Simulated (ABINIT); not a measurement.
## Quasiparticle gap of SiC (P6_3mc) in ABINIT

How does a plane-wave GW calculation on SiC (P6_3mc) run from the first input to the gap?

Main program and level: ABINIT 10.8.3; PBE and many-body steps on it, plane waves.

**Experimental background.**

- Gap 3.33 eV: band gap at cryogenic temperature; bulk crystal (literature value) (quoted in “Silicon carbide diodes for neutron detection”, 2020, arxiv:2009.14696).

**1. Starting point**

It takes space group P6_3mc (No. 186, hexagonal). Conventional cell: a = 3.074 Å, b = 3.074 Å, c = 5.045 Å, α = 90.00°, β = 90.00°, γ = 120.00°. Nearest to Si lie 4 C at 1.88 to 1.90 Å. Nearest to C lie 4 Si at 1.88 to 1.90 Å. Farther neighbours are not listed.

The cell and positions are those that the Materials Project relaxed with its own functionals (PBE, PBE+U or r2SCAN), kept fixed.

**2. Ground state**

This step: ABINIT 10.8.3; DFT, PBE, plane waves, norm-conserving pseudopotentials.

The ground-state density comes first.

The input, run.abi:

```
acell 3*1.0 Angstrom
rprim 
  3.073513928196 0.000000000001 0.000000000000
  -1.536756964099 2.661741140703 0.000000000000
  0.000000000000 0.000000000000 5.045247710000
ntypat 2
znucl 14 6
natom 4
typat 1 1 2 2
xred 
  0.333333333333 0.666666666667 0.499602400000
  0.666666666667 0.333333333333 0.999602400000
  0.333333333333 0.666666666667 0.875397600000
  0.666666666667 0.333333333333 0.375397600000
pp_dirpath "pseudos"
pseudos "Si.upf, C.upf"
ecut 37
ngkpt 6 6 4
nshiftk 1
shiftk 0 0 0
kptopt 1
chksymbreak 0
nband 14
occopt 1
tolvrs 1e-10
nstep 60
prtwf 0
optforces 0
optstress 0
indata_prefix "in"
outdata_prefix "out"
tmpdata_prefix "tmp"
```

Command:

```bash
OMP_NUM_THREADS=1 mpirun -n 8 abinit run.abi > log
```

Numbers of over 12 decimals in the logs are rounded to 6 here.

Log:

```text
.Version 10.8.3 of ABINIT. v10.8.2 released Aug 2026.

 Symmetries : space group P6_3 m c (#186); Bravais hP (primitive hexag.)
================================================================================
 Values of the parameters that define the memory need of the present run
     intxc =       0    ionmov =       0      iscf =       7    lmnmax =       6
     lnmax =       6     mgfft =      54  mpssoang =       3    mqgrid =    3001
     natom =       4  nloc_mem =       1    nspden =       1   nspinor =       1
    nsppol =       1      nsym =      12    n1xccc =    2501    ntypat =       2
    occopt =       1   xclevel =       2
-    mband =          14        mffmem =           1         mkmem =           3
       mpw =        3015          nfft =       55296          nkpt =          21
================================================================================
  Rough estimation (10% accuracy) of disk space for files :
================================================================================

--------------------------------------------------------------------------------
------------- Echo of variables that govern the present computation ------------
--------------------------------------------------------------------------------
 -outvars: echo values of preprocessed input variables --------
            acell      1.8897261259E+00  1.8897261259E+00  1.8897261259E+00 Bohr

      chksymbreak           0
             ecut      3.70000000E+01 Hartree
-          fftalg         312

              ixc     -101130
              kpt      0.00000000E+00  0.00000000E+00  0.00000000E+00
                       1.66666667E-01  0.00000000E+00  0.00000000E+00
                       3.33333333E-01  0.00000000E+00  0.00000000E+00
                       5.00000000E-01  0.00000000E+00  0.00000000E+00
                       1.66666667E-01  1.66666667E-01  0.00000000E+00
                       3.33333333E-01  1.66666667E-01  0.00000000E+00
                       3.33333333E-01  3.33333333E-01  0.00000000E+00
                       0.00000000E+00  0.00000000E+00  2.50000000E-01
                       1.66666667E-01  0.00000000E+00  2.50000000E-01
   [... 10 further rows ...]
                       3.33333333E-01  1.66666667E-01  5.00000000E-01
                       3.33333333E-01  3.33333333E-01  5.00000000E-01
         kptrlatt        6    0    0      0    6    0      0    0    4
          kptrlen      3.48485974E+01
P           mkmem           3
            natom           4
            nband          14
            ngfft          32      32      54
             nkpt          21
            nstep          60
             nsym          12
           ntypat           2
              occ      2.000000  2.000000  2.000000  2.000000  2.000000  2.000000
                       2.000000  2.000000  0.000000  0.000000  0.000000  0.000000
                       0.000000  0.000000
        optforces           0
        optstress           0
            prtwf           0
            rprim      3.0735139282E+00  1.0000000000E-12  0.0000000000E+00
[...]
spgroup         186

           tolvrs      1.00000000E-10

             xred      3.3333333333E-01  6.6666666667E-01  4.9960240000E-01
[...]
znucl       14.00000    6.00000

================================================================================

 chkinp: Checking input parameters for consistency.

================================================================================
== DATASET  1 ==================================================================
-   mpi_nproc: 8, omp_nthreads: 1 (-1 if OMP is not activated)

--- !DatasetInfo
iteration_state: {dtset: 1, }
dimensions: {natom: 4, nkpt: 21, mband: 14, nsppol: 1, nspinor: 1, nspden: 1, mpw: 3015, }
cutoff_energies: {ecut:  37.0, pawecutdg:  -1.0, }
electrons: {nelect:   1.60000000E+01, charge:   0.00000000E+00, occopt:   1.00000000E+00, tsmear:   1.00000000E-02, }

 Real(R)+Recip(G) space primitive vectors, cartesian coordinates (Bohr,Bohr^-1):
 R(1)=  5.8080996  0.0000000  0.0000000  G(1)=  0.1721734  0.0994043  0.0000000
 R(2)= -2.9040498  5.0299618  0.0000000  G(2)=  0.0000000  0.1988087  0.0000000
 R(3)=  0.0000000  0.0000000  9.5341364  G(3)=  0.0000000  0.0000000  0.1048863
 Unit cell volume ucvol=  2.7853521E+02 bohr^3
 Angles (23,13,12)=  9.00000000E+01  9.00000000E+01  1.20000000E+02 degrees

 getcut: wavevector=  0.0000  0.0000  0.0000  ngfft=  32  32  54
         ecut(hartree)=     37.000   => boxcut(ratio)=   2.01210

--- Pseudopotential description ------------------------------------------------
- Si Generated using ONCVPSP code by D. R. Hamann
- 14.00000   4.00000  171031                  znucl, zion, pspdat
12 -101130 2 -1 1510                          pspcod,pspxc,lmax,lloc,mmax
     nproj     2     2     2
  pspatm : epsatm=    9.34321561
         --- l  ekb(1:nproj) -->
[...]
pspatm: atomic psp has been read  and splines computed

- C Generated using ONCVPSP code by D. R. Hamann
-  6.00000   4.00000  171031                  znucl, zion, pspdat
12 -101130 1 -1 1248                          pspcod,pspxc,lmax,lloc,mmax
     nproj     2     2     0
  pspatm : epsatm=    4.31346680
         --- l  ekb(1:nproj) -->
[...]
pspatm: atomic psp has been read  and splines computed

   4.37013837E+02                                ecore*ucvol(ha*bohr**3)
--------------------------------------------------------------------------------

_setup2: Arith. and geom. avg. npw (full set) are    2994.063    2994.045

================================================================================

--- !BeginCycle
iteration_state: {dtset: 1, }
solver: {iscf: 7, nstep: 60, nline: 4, wfoptalg: 0, }
tolerances: {tolvrs: 1.00E-10, }

     iter   Etot(hartree)      deltaE(h)  residm     vres2
 ETOT  1  -20.336975920391    -2.034E+01 4.347E-02 5.934E+02
 ETOT  2  -20.462691230986    -1.257E-01 2.563E-02 2.485E+02
 ETOT  3  -20.538605009084    -7.591E-02 1.717E-02 1.887E-01
 ETOT  4  -20.538735445157    -1.304E-04 2.833E-03 8.735E-03
 ETOT  5  -20.538736809254    -1.364E-06 1.356E-03 3.124E-04
 ETOT  6  -20.538736838261    -2.901E-08 1.084E-03 3.211E-06
 ETOT  7  -20.538736838889    -6.274E-10 1.046E-03 8.042E-08
 ETOT  8  -20.538736838896    -7.631E-12 5.613E-04 2.603E-09
 ETOT  9  -20.538736838897    -4.761E-13 4.430E-04 4.651E-11

 At SCF step    9       vres2   =  4.65E-11 < tolvrs=  1.00E-10 =>converged.

--- !ResultsGS
iteration_state: {dtset: 1, }
comment   : Summary of ground state results
lattice_vectors:
- [  5.8080996,   0.0000000,   0.0000000, ]
- [ -2.9040498,   5.0299618,   0.0000000, ]
- [  0.0000000,   0.0000000,   9.5341364, ]
lattice_lengths: [   5.80810,    5.80810,    9.53414, ]
lattice_angles: [ 90.000,  90.000, 120.000, ] # degrees, (23, 13, 12)
lattice_volume:   2.7853521E+02
convergence: {deltae: -4.761E-13, res2:  4.651E-11, residm:  4.430E-04, diffor:  0.000E+00, }
etotal    :  -2.05387368E+01
entropy   :   0.00000000E+00
fermie    :   2.57677472E-01
cartesian_stress_tensor: null
pressure_GPa: null
xred      :
- [  3.3333E-01,   6.6667E-01,   4.9960E-01, Si]
- [  6.6667E-01,   3.3333E-01,   9.9960E-01, Si]
- [  3.3333E-01,   6.6667E-01,   8.7540E-01,  C]
- [  6.6667E-01,   3.3333E-01,   3.7540E-01,  C]
cartesian_forces: null
force_length_stats: {min: null, max: null, mean: null, }

 Integrated electronic density in atomic spheres:
 ------------------------------------------------
 Atom  Sphere_radius  Integrated_density
[...]
4        2.00000          4.24712568
================================================================================

 ----iterations are completed or convergence reached----

 Mean square residual over all n,k,spin=   19.529E-07; max=  44.295E-05
 reduced coordinates (array xred) for    4 atoms
       0.333333333333      0.666666666667      0.499602400000
       0.666666666667      0.333333333333      0.999602400000
       0.333333333333      0.666666666667      0.875397600000
       0.666666666667      0.333333333333      0.375397600000
 rms dE/dt=  0.0000E+00; max dE/dt=  0.0000E+00; dE/dt below (all hartree)
    1       0.000000000000      0.000000000000      0.000000000000
    2       0.000000000000      0.000000000000      0.000000000000
    3       0.000000000000      0.000000000000      0.000000000000
    4       0.000000000000      0.000000000000      0.000000000000

 cartesian coordinates (angstrom) at end:
    1     -6.7e-13     1.774494     2.520618
    2      1.536757     0.887247     5.043242
    3     -6.7e-13     1.774494     4.416598
    4      1.536757     0.887247     1.893974
 length scales=  1.889726125908  1.889726125908  1.889726125908 bohr
              =  1.000000000000  1.000000000000  1.000000000000 angstroms
 prteigrs : about to open file out_EIG
 Fermi (or HOMO) energy (hartree) =   0.25768   Average Vxc (hartree)=  -0.41505
 Eigenvalues (hartree) for nkpt=  21  k points:
 kpt#   1, nband= 14, wtk=  0.00694, kpt=  0.0000  0.0000  0.0000 (reduced coord)
  -0.31539   -0.18408   -0.06281    0.20921    0.20921    0.25351    0.25768    0.25768
   0.43483    0.48624    0.50324    0.50324    0.54293    0.58732
 prteigrs : prtvol=0 or 1, do not print more k-points.

--- !EnergyTerms
iteration_state     : {dtset: 1, }
comment             : Components of total free energy in Hartree
kinetic             :  1.18020030824377E+01
hartree             :  2.36725794098151E+00
xc                  : -7.56510193927157E+00
Ewald energy        : -2.09193919204293E+01
psp_core            :  1.56897162498227E+00
local_psp           : -8.30958140657659E+00
non_local_psp       :  5.17105778979293E-01
total_energy        : -2.05387368388967E+01
total_energy_eV     : -5.58887501127776E+02
band_energy         :  5.66994619632827E-01

== END DATASET(S) ==============================================================
================================================================================

 -outvars: echo values of variables after computation  --------
           etotal     -2.0538736839E+01
            nband          14
             nkpt          21
          spgroup         186
 [... the other variables as echoed above ...]

 Calculation completed.
```

The job ended after 5.2 s (8 MPI ranks of Arm Neoverse V1, shared host; peak memory 0.53 GiB; 41 s of CPU time).

This step gave:

```yaml
total_energy: -558.8875 eV
gap: 2.275 eV
k_of_the_valence_top: 0, 0, 0
k_of_the_conduction_bottom: 0.3333, 0.3333, 0
least_direct_gap: 3.985 eV
```

The gap is indirect, with the least direct gap 1.71 eV higher.

[end of part 1 of 3]

[Paths, hosts, dates, memory and timing lines, banners, echoed tables and standing remarks are left out of the program output.]

[Logs are printed without paths, hosts, clocks, repeated set-up lines and the standing remarks that a program may print on its own settings, such as how far it seeks lower states.]

[Runs of the session that timed out or met a known fault of the program may be left out.]

[Hosts, paths, dates, database ids (printed as entryN), source tags and the programs' standing remarks are cut or masked in the printed files.]

[G0W0 gaps are taken among the corrected bands and points alone; a level outside them can change the order at an edge.]

[Where Ansatz stands beside ABINIT at settings called matched, ABINIT's density can come from a denser mesh and the files from another edition; pairs whose starting gaps differed by over 0.03 eV were left out, so agreement reads better than it is.]
